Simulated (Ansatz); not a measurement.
# From HSE06 to G0W0: Na3MoO4Cl (P4/nmm), part 2 of 2

Aim: the quasiparticle gap of Na3MoO4Cl (P4/nmm), starting from HSE06.

Ansatz 0.2.0; HSE06, then G0W0 on it, plane waves, PAW. Known limits of the many-body steps: finite bands, screening cutoff and k mesh; no spin-orbit coupling in G0W0.

So far. Step 2 (The starting point: HSE06): Over mesh and listed points the gap is 5.803 eV, from k = (0.000, 0.500, 0.500) to k = Γ. The least direct gap found is 5.820 eV, at k = Γ.

In doubt: masses and optical values from hybrid runs of this build are listed as unsure (step 3), which bears on the screening that GW takes from such a start.

## (3) The quasiparticle correction

G0W0 replaces the xc potential by a self-energy built once from the orbitals of the start. Levels are corrected in the window of bands that the input names, at points of the mesh.

This step: G0W0 on HSE06, plane waves, PAW; PAW set soft_1.

Input file input.yaml:

```yaml
crystal:
  lattice:
    - [7.4942, 0.0, 0.0]
    - [0.0, 7.4942, 0.0]
    - [0.0, 0.0, 5.3409]
  atoms:
    - { symbol: Na, position: [0.75, 0.75, 0.0] }
    - { symbol: Na, position: [0.75, 0.25, 0.0] }
    - { symbol: Na, position: [0.25, 0.25, 0.0] }
    - { symbol: Na, position: [0.25, 0.75, 0.0] }
    - { symbol: Na, position: [0.5, 0.0, 0.6389095619] }
    - { symbol: Na, position: [0.0, 0.5, 0.3610904381] }
    - { symbol: Mo, position: [0.0, 0.0, 0.5] }
    - { symbol: Mo, position: [0.5, 0.5, 0.5] }
    - { symbol: Cl, position: [0.5, 0.0, 0.155433647] }
    - { symbol: Cl, position: [0.0, 0.5, 0.844566353] }
    - { symbol: O, position: [0.810272275, 0.0, 0.7004856242] }
    - { symbol: O, position: [0.5, 0.310272275, 0.7004856242] }
    - { symbol: O, position: [0.189727725, 0.0, 0.7004856242] }
    - { symbol: O, position: [0.5, 0.689727725, 0.7004856242] }
    - { symbol: O, position: [0.310272275, 0.5, 0.2995143758] }
    - { symbol: O, position: [0.0, 0.189727725, 0.2995143758] }
    - { symbol: O, position: [0.689727725, 0.5, 0.2995143758] }
    - { symbol: O, position: [0.0, 0.810272275, 0.2995143758] }
kpoints:
  mp_grid: { grid: [2, 2, 4] }
hamiltonian:
  xc: hse06
  pseudopotentials: { kind: paw, azcp: { folder: soft_1 } }
scf:
  occupations: { method: fixed }
gw:
  n_empty_bands: 1009
  ecut_chi: 130.0
  qp_bands: [v4, c4]
  qp_kpoints: band_edges
  screening: { model: contour_deformation }
```

Launch:

```
$ ansatz run input.yaml --threads 2 --pin off --max-ram 92160MiB --backend cuda --events-out ev --progress --plain --runs-dir out --devices 1 --max-vram 13GiB
```

Numbers of over 12 decimals in the logs are rounded to 6 here.

Log:

```text
GPUs: using 1 of 1 available (devices: 1).
[...]
GPU FFT provider: cuFFT
GPU libraries: cuBLAS 13.8.2, cuFFT 12.4.0, cuSOLVER 12.3.4
Crystal: 18 atoms, lattice volume = 299.961 Å³
Basis set: ecut = 420 eV, 5889 PW (Γ)
Bands: 90, of which v1, the nominal top of the filled ones, is band 72 counted from 1 (71 counted from 0)
Symmetry: 16 space group operations
[...]
k-points: 9 of 16
[...]
GPU buffer pool allocated for 104976 grid points (all kernels)
[...]
SCF iter   1: F=—  HF=-25559.297780 eV  |F-HF|=—  |Δ(HF+E_count)|=         —  Δρ=1.03e-1  dr2=4.82e1  ethr=1.00e-1  ⟨swp⟩=5.7  Hψ=2389  notcnv=0
[...]
SCF iter   7: F=-25546.017338 eV  HF=-25546.017401 eV  |F-HF|=6.22e-5  |Δ(HF+E_count)|=   3.47e-4  Δρ=1.65e-4  dr2=8.45e-5  ethr=3.06e-6  ⟨swp⟩=3.1  Hψ=1975  notcnv=0
SCF 1 stopped early in 7 iterations: F = -25546.017338 eV  dr2 = 8.45e-5
[...]
GPU FFT provider: cuFFT
GPU libraries: cuBLAS 13.8.2, cuFFT 12.4.0, cuSOLVER 12.3.4
[...]
GPU buffer pool allocated for 104976 grid points (all kernels)
[...]
Frozen-core exchange: fock
SCF iter   1: F=—  HF=-25549.825846 eV  |F-HF|=—  |Δ(HF+E_count)|=         —  Δρ=1.43e-2  dr2=1.10e0  ethr=5.87e-7  ⟨swp⟩=8.0  Hψ=4258  notcnv=0
[...]
SCF iter   7: F=-25549.631023 eV  HF=-25549.631034 eV  |F-HF|=1.11e-5  |Δ(HF+E_count)|=   5.70e-5  Δρ=5.14e-5  dr2=3.32e-5  ethr=5.03e-8  ⟨swp⟩=3.2  Hψ=2127  notcnv=0
SCF 2 stopped early in 7 iterations: F = -25549.631023 eV  dr2 = 3.32e-5
[...]
hybrid outer 1: dexx = +4.889e-2 eV, tail = 2.03e-4 eV
GPU FFT provider: cuFFT
GPU libraries: cuBLAS 13.8.2, cuFFT 12.4.0, cuSOLVER 12.3.4
GPU buffer pool allocated for 104976 grid points (all kernels)
[...]
Frozen-core exchange: fock
SCF iter   1: F=—  HF=-25549.630096 eV  |F-HF|=—  |Δ(HF+E_count)|=         —  Δρ=8.39e-5  dr2=1.42e-5  ethr=7.05e-7  ⟨swp⟩=3.0  Hψ=1843  notcnv=0
[...]
SCF iter   5: F=-25549.630097 eV  HF=-25549.630097 eV  |F-HF|=1.54e-9  |Δ(HF+E_count)|=   5.84e-8  Δρ=8.38e-7  dr2=3.87e-8  ethr=3.67e-12 (applied; sched 1.49e-12)  ⟨swp⟩=4.0  Hψ=4289  notcnv=0
eigensolver tolerance schedule: the retry pair's looser diagonalisation over-reported the residual by 0.25 of it (diagonalisation noise at 0.25 of the residual, at the tolerance the schedule requests for it); recorded, not acted on — ethr = c·dr2/N_el stays at c = 1.0e-1
SCF 3 converged in 5 iterations: F = -25549.630097 eV  dr2 = 3.87e-8
[...]
NSCF: frozen V_eff on 9 k-points
Exchange-term sweep: 0 of 9 (spin, k) points
Exchange-term sweep: 1 of 9 (spin, k) points
Exchange-term sweep: 2 of 9 (spin, k) points
Exchange-term sweep: 3 of 9 (spin, k) points
Exchange-term sweep: 4 of 9 (spin, k) points
Exchange-term sweep: 5 of 9 (spin, k) points
Exchange-term sweep: 6 of 9 (spin, k) points
Exchange-term sweep: 7 of 9 (spin, k) points
Exchange-term sweep: 8 of 9 (spin, k) points
Exchange-term sweep: 9 of 9 (spin, k) points
G₀W₀ screening: q 1/9
[... further progress lines ...]
[...]
Free energy (F): -25549.630096 eV
Frozen-core exchange: fock
[...]
Internal energy: -25549.630096 eV  (E = F + TS)
E sigma→0 (E₀):  -25549.630096 eV
Fermi energy:    1.236525 eV
[...]
--- Band table (eV; the first three rows and the last of 9) ---
  k-point 0: bands = [... 68 lower, 0.9119, 1.0873, 1.0873, 1.2195, 7.0396, 7.1025, 7.4193, 7.5902, ... 5 higher]
  k-point 1: bands = [... 68 lower, 1.0769, 1.1521, 1.1521, 1.2084, 7.1365, 7.3390, 7.5851, 7.6048, ... 5 higher]
  k-point 2: bands = [... 68 lower, 1.1965, 1.1972, 1.2305, 1.2305, 7.2347, 7.4803, 7.6193, 7.7294, ... 5 higher]
  k-point 8: bands = [... 68 lower, 1.0347, 1.0347, 1.2268, 1.2268, 7.3788, 7.3788, 7.6920, 7.6920, ... 5 higher]
  guard bands above this table: 9 of the run's 90 bands. The solve was not asked for them (output.publish_guard_bands: true or output.eigenvalues: true publishes all)
--- G₀W₀: contour deformation, 6 samples at zero and on the imaginary axis and 0 off it, 16 q-points, 1009 empty bands' worth ---
  eigenvalues of the whole cell's RPA ε∞ on this k-mesh (on a slab, of 1 + 4πα/V) = 2.2614, 2.2614, 2.2743; static W/v taken at q = 0 is 0.441717
  bands read: the sum over 1081 bands ends inside a degenerate multiplet in 7 slots, whose members it reads at an even weight; the widest, k=2: bands 1081 to 1082 (counted from 1) at 1/2 each
  gw.qp_kpoints: band_edges: 9 of 9 stored k-points solved, in 1 pass; an edge of the gap read off the rows below is read off those points alone
    ik  band        ε_KS         Σx   Σc(E_QP)       V_xc       Z   E_QP_lin       E_QP  E_QP is
     0    69      0.9119   -24.8557     3.6877   -20.6787  0.7831     0.4200     0.4225  root
     0    70      1.0873   -24.7054     3.5269   -20.6389  0.7873     0.5448     0.5477  root
     0    71      1.0873   -24.7054     3.5269   -20.6389  0.7873     0.5448     0.5477  root
     0    72      1.2195   -25.2189     3.5980   -21.1789  0.7838     0.7755     0.7775  root
     0    73      7.0396   -14.8679    -3.6853   -20.0485  0.8240     8.5505     8.5349  root
     0    74      7.1025   -12.8543    -3.5302   -17.7077  0.8355     8.4371     8.4257  root
     0    75      7.4193   -14.7319    -3.6525   -19.8711  0.8239     8.9216     8.9059  root
     0    76      7.5902   -16.3504    -3.6352   -21.6203  0.8125     9.2452     9.2249  root
     1    69      1.0769   -24.1734     3.3092   -20.2150  0.7938     0.4236     0.4277  root
     1    70      1.1521   -24.9748     3.5923   -20.8874  0.7855     0.6546     0.6571  root
     1    71      1.1521   -24.9748     3.5923   -20.8874  0.7855     0.6546     0.6571  root
     1    72      1.2084   -25.2209     3.6004   -21.1762  0.7839     0.7621     0.7641  root
     1    73      7.1365   -15.1978    -3.6892   -20.4101  0.8216     8.6760     8.6595  root
     1    74      7.3390   -15.0058    -3.6213   -20.1423  0.8233     8.8703     8.8543  root
     1    75      7.5851   -15.6367    -3.6443   -20.8539  0.8182     9.1761     9.1580  root
     1    76      7.6048   -16.3763    -3.6392   -21.6536  0.8121     9.2633     9.2428  root
     2    69      1.1965   -23.9139     3.1454   -20.0532  0.7984     0.4763     0.4812  root
     2    70      1.1972   -25.2233     3.6029   -21.1739  0.7840     0.7488     0.7508  root
     2    71      1.2305   -25.0698     3.5779   -21.0021  0.7859     0.7383     0.7407  root
     2    72      1.2305   -25.0698     3.5779   -21.0021  0.7859     0.7383     0.7407  root
     2    73      7.2347   -15.5429    -3.6966   -20.7918  0.8190     8.8046     8.7870  root
     2    74      7.4803   -15.6836    -3.6352   -20.8924  0.8192     9.0716     9.0538  root
     2    75      7.6193   -16.4022    -3.6433   -21.6869  0.8117     9.2813     9.2607  root
     2    76      7.7294   -16.3681    -3.6280   -21.6408  0.8133     9.3944     9.3740  root
     3    69      1.1173   -23.9820     3.1938   -20.0785  0.7975     0.4029     0.4077  root
     3    70      1.1173   -23.9820     3.1938   -20.0785  0.7975     0.4029     0.4077  root
     3    71      1.1326   -25.0966     3.6138   -21.0205  0.7842     0.6682     0.6704  root
     3    72      1.1326   -25.0966     3.6138   -21.0205  0.7842     0.6682     0.6704  root
     3    73      7.2971   -15.5004    -3.6547   -20.7091  0.8192     8.8685     8.8510  root
     3    74      7.2971   -15.5004    -3.6547   -20.7091  0.8192     8.8685     8.8510  root
     3    75      7.3269   -14.5337    -3.6368   -19.6371  0.8257     8.8084     8.7934  root
     3    76      7.3269   -14.5337    -3.6368   -19.6371  0.8257     8.8084     8.7934  root
     4    69      1.0880   -24.6479     3.4843   -20.6040  0.7888     0.5253     0.5285  root
     4    70      1.0880   -24.6479     3.4843   -20.6040  0.7888     0.5253     0.5285  root
     4    71      1.1699   -25.0094     3.5810   -20.9440  0.7854     0.6831     0.6855  root
     4    72      1.1699   -25.0094     3.5810   -20.9440  0.7854     0.6831     0.6855  root
     4    73      7.3525   -15.6832    -3.6616   -20.9148  0.8177     8.9406     8.9225  root
     4    74      7.3525   -15.6832    -3.6616   -20.9148  0.8177     8.9406     8.9225  root
     4    75      7.4916   -15.4800    -3.6427   -20.6790  0.8199     9.0653     9.0479  root
     4    76      7.4916   -15.4800    -3.6427   -20.6790  0.8199     9.0653     9.0479  root
[...]
7    73      7.3460   -15.6739    -3.6712   -20.9114  0.8179     8.9303     8.9123  root
     7    74      7.3460   -15.6739    -3.6712   -20.9114  0.8179     8.9303     8.9123  root
     7    75      7.5389   -15.6265    -3.6416   -20.8359  0.8188     9.1246     9.1067  root
     7    76      7.5389   -15.6265    -3.6416   -20.8359  0.8188     9.1246     9.1067  root
     8    69      1.0347   -24.3426     3.3785   -20.3597  0.7908     0.4266     0.4302  root
     8    70      1.0347   -24.3426     3.3785   -20.3597  0.7908     0.4266     0.4302  root
     8    71      1.2268   -25.3235     3.6645   -21.2227  0.7832     0.7886     0.7905  root
     8    72      1.2268   -25.3235     3.6645   -21.2227  0.7832     0.7886     0.7905  root
     8    73      7.3788   -15.7369    -3.6780   -20.9875  0.8173     8.9695     8.9513  root
     8    74      7.3788   -15.7369    -3.6780   -20.9875  0.8173     8.9695     8.9513  root
     8    75      7.6920   -16.3448    -3.6222   -21.6056  0.8139     9.3507     9.3306  root
     8    76      7.6920   -16.3448    -3.6222   -21.6056  0.8139     9.3507     9.3306  root
```

It took 3.1 min on 1 × NVIDIA H100 80GB HBM3 (shared by 6 runs) with 2 threads of AMD EPYC 7R13 (Zen 3), shared host; peak memory 3.6 GiB.

Numbers from this step:

```yaml
bands_summed: 1081
rpa_eps_infinity_on_this_mesh_eigenvalues: 2.261, 2.261, 2.274
plane_waves_in_the_screening_matrix: 1001
q_points_in_the_mesh: 16
g0w0_gap_over_the_corrected_points: 7.635 eV
k_of_the_valence_top: -0.5, -0.5, -0.5
k_of_the_conduction_bottom: 0, 0, 0
starting_gap_on_the_mesh: 5.803 eV
z_at_the_valence_top: 0.7832
z_at_the_conduction_bottom: 0.8355
least_direct_g0w0_gap_over_the_corrected_points: 7.648 eV
```

Over all 9 irreducible mesh points the G0W0 gap is 7.635 eV, from k = (-0.500, -0.500, -0.500) to k = Γ. The HSE06 gap of this run on the mesh is 5.803 eV. Other states bound it: the two that bound the G0W0 gap lie 5.876 eV apart in HSE06, so state for state the correction is 7.635 − 5.876 = +1.759 eV, while gap against gap it is 7.635 − 5.803 = +1.832 eV.

Labels follow the order of the start: v1 is the top filled band, c1 the lowest empty one; levels that stay degenerate share a row, the window can cut a multiplet, doubted levels are not marked in this list, bands outside the window were not corrected, and the list may be a part of the corrected levels. The levels before and after the correction (eV, zero at the valence-band top of each column):

```csv
,conduction bottom,valence top
HSE06,5.80,0.00
G0W0,7.64,0.00
```

```csv
,level,occupation,energy (eV)
HSE06,Γ v3-v2,2,-0.149
HSE06,Γ v1,2,-0.017
HSE06,Γ c1,0,5.803
HSE06,Γ c2,0,5.866
HSE06,Γ c3,0,6.183
HSE06,(-0.5 -0.5 -0.5) v3,2,-0.202
HSE06,(-0.5 -0.5 -0.5) v2-v1,2,-0.010
HSE06,(-0.5 -0.5 -0.5) c1-c2,0,6.142
HSE06,(-0.5 -0.5 -0.5) c3,0,6.455
G0W0,Γ v3-v2,2,-0.243
G0W0,Γ v1,2,-0.013
G0W0,Γ c1,0,7.744
G0W0,Γ c2,0,7.635
G0W0,Γ c3,0,8.115
G0W0,(-0.5 -0.5 -0.5) v3,2,-0.360
G0W0,(-0.5 -0.5 -0.5) v2-v1,2,0.000
G0W0,(-0.5 -0.5 -0.5) c1-c2,0,8.161
G0W0,(-0.5 -0.5 -0.5) c3,0,8.540
```

The parts of the quasiparticle energy for the two states that bound the G0W0 gap, in eV on the run's own scale (QP = start + Σx + Σc − Vxc, with Σc at the quasiparticle energy):

```csv
edge,k,band,start,Σx,Σc,Vxc,Z,QP
valence top,"(-0.500, -0.500, -0.500)",71,1.227,−25.323,3.664,−21.223,0.783,0.790
conduction bottom,Γ,74,7.103,−12.854,−3.530,−17.708,0.836,8.426
```

For a hybrid start, Vxc holds its share of exact exchange.

## (4) The runs together

Each gap is the least one over the points named; times are wall times on shared hosts, not benchmarks. A G0W0 time includes the run's own self-consistent start. Runs with listed points see these and the mesh alone, so an edge that moves elsewhere is missed.

```csv
level,mesh,"files, cutoff","bands summed, screening",points,gap (eV),valence top,conduction bottom,least direct gap (eV),time
HSE06,2×2×4,"soft_1 PAW, 420 eV",-,mesh and listed points,5.803,"(0.000, 0.500, 0.500)",Γ,5.820,40 s
G0W0@HSE06,2×2×4,"soft_1 PAW, 420 eV","1081, 130 eV",all 9 irreducible mesh points,7.635,"(-0.500, -0.500, -0.500)",Γ,7.648,3.1 min
```

## (5) Outcome

```yaml
hse06_gap_over_mesh_and_listed_points: 5.803 eV, from k = (0.000, 0.500, 0.500) to k = Γ
g0w0_hse06_gap_over_all_9_irreducible_mesh_points: 7.635 eV, from k = (-0.500, -0.500, -0.500) to k = Γ
gw_settings: 2×2×4 mesh, 1009 empty bands, screening to 130 eV, PAW set soft_1 files
known_limits: finite bands, screening cutoff and k mesh; no spin-orbit coupling in G0W0
```

In words: Over all 9 irreducible mesh points the G0W0 gap is 7.635 eV, from k = (-0.500, -0.500, -0.500) to k = Γ. The HSE06 gap of this run on the mesh is 5.803 eV. Other states bound it: the two that bound the G0W0 gap lie 5.876 eV apart in HSE06, so state for state the correction is 7.635 − 5.876 = +1.759 eV, while gap against gap it is 7.635 − 5.803 = +1.832 eV. The valence state moves by 0.790 − 1.227 = −0.437 eV and the conduction state by 8.426 − 7.103 = +1.323 eV, on the run's own scale; how far single levels stand from their limit in bands is not shown. Both edges that HSE06 shows over mesh and listed points lie at k points where levels were corrected. G0W0 has the valence top at another k point than that. Levels at other points were not corrected, so a lower G0W0 gap elsewhere in the zone is not ruled out. No second run with other bands and screening cutoff is shown, so the distance to the basis limit is not known. On another start, G0W0@PBE runs of this series (2×2×4 mesh, soft_1 PAW; not shown as steps) give 7.373 eV with 237 bands and 39 eV, 7.099 eV with 541 bands and 78 eV and 7.084 eV with 1081 bands and 130 eV. G0W0 on other starts in this series, not shown as steps and not all at these settings: 7.084 eV on PBE (2×2×4, soft_1 PAW, 1081 bands, 130 eV) and 7.321 eV on r2SCAN (2×2×4, soft_1 PAW, 1081 bands, 130 eV). Two runs of this series at another level, not shown as steps, test spin-orbit coupling. PBE+SOC against PBE: 4.309 − 4.314 = −0.005 eV. Mesh, set of files and cutoff are the same, but the valence top lies at another k point, so this need not be the shift of one pair of states. The spin-orbit run sees mesh and listed points alone, so its gap is an upper bound: the coupling can move an edge off these points, and the change over the zone, its sign included where it is small, is not known. What spin-orbit coupling does to the G0W0 levels was not computed, so no sum with the G0W0 gap is formed. The G0W0 runs are scalar-relativistic. No pair of G0W0 runs that differ in the mesh alone is shown (2×2×4 is a supercell whose nearest images lie 15 Å apart), so the error from the mesh is not known here. G0W0 is shown with one set of atomic data (soft_1 PAW), so the error from the files is not known here.

[Paths, hosts, dates, memory and timing lines, banners, echoed tables and standing remarks are left out of the program output.]

[Logs are printed without paths, hosts, clocks, repeated set-up lines and the standing remarks that a program may print on its own settings, such as how far it seeks lower states.]

[Runs of the session that timed out or met a known fault of the program may be left out.]

[Cells called generated may have been cut or substituted from an entry of the Crystallography Open Database or the Materials Project.]

[Hosts, paths, dates, database ids (printed as entryN), source tags and the programs' standing remarks are cut or masked in the printed files.]

[Where an RPA ε∞ is given, it is that of the G0W0 mesh and is not shown converged in it. Names of k-points follow the symmetry that the program found, which can be lower than the space group named. Band edges on a path are those of the sampled points; other points can move an edge, and change direct to indirect where valleys lie close.]

[Hybrid gaps are those of their k-mesh and are not shown converged in it.]
